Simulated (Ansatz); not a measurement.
# T-PtS2: band edges from 2 to 3 sheets (PBE)

How do the band edges of T-PtS2 move as sheets are stacked?

All values are computed: Ansatz 0.2.0, PBE, plane waves, scalar-relativistic unless marked; slabs or sheets with vacuum, the vacuum level from the planar mean of the electrostatic potential.

| sheets | ionisation potential (eV) | affinity (eV) | gap (eV) | gap on the path |
| --- | --- | --- | --- | --- |
| 2 | 5.46 | 4.74 | 0.72 | indirect, from a point between K and Γ to a point between Γ and M |
| 3 | 5.42 | 4.84 | 0.58 | indirect, from a point between K and Γ to a point between Γ and M |
| crystal, unrelaxed | - | - | 0.84 | - |

From 2 to 3 sheets the gap goes from 0.72 to 0.58 eV: the valence top moves up by 0.04 eV and the conduction bottom down by 0.10 eV. Most of the change is in the conduction band. Levels whose orbitals reach out of the sheet split into bonding and antibonding partners across the gap between sheets, and the partner nearer the gap forms the new edge. The crystal's gap exceeds the thickest stack's, against the trend; it was read on a coarse mesh for unrelaxed positions, which can miss the edges.

Kohn–Sham gaps are too small, and the added screening by further sheets, which shifts true quasiparticle edges, is missing.
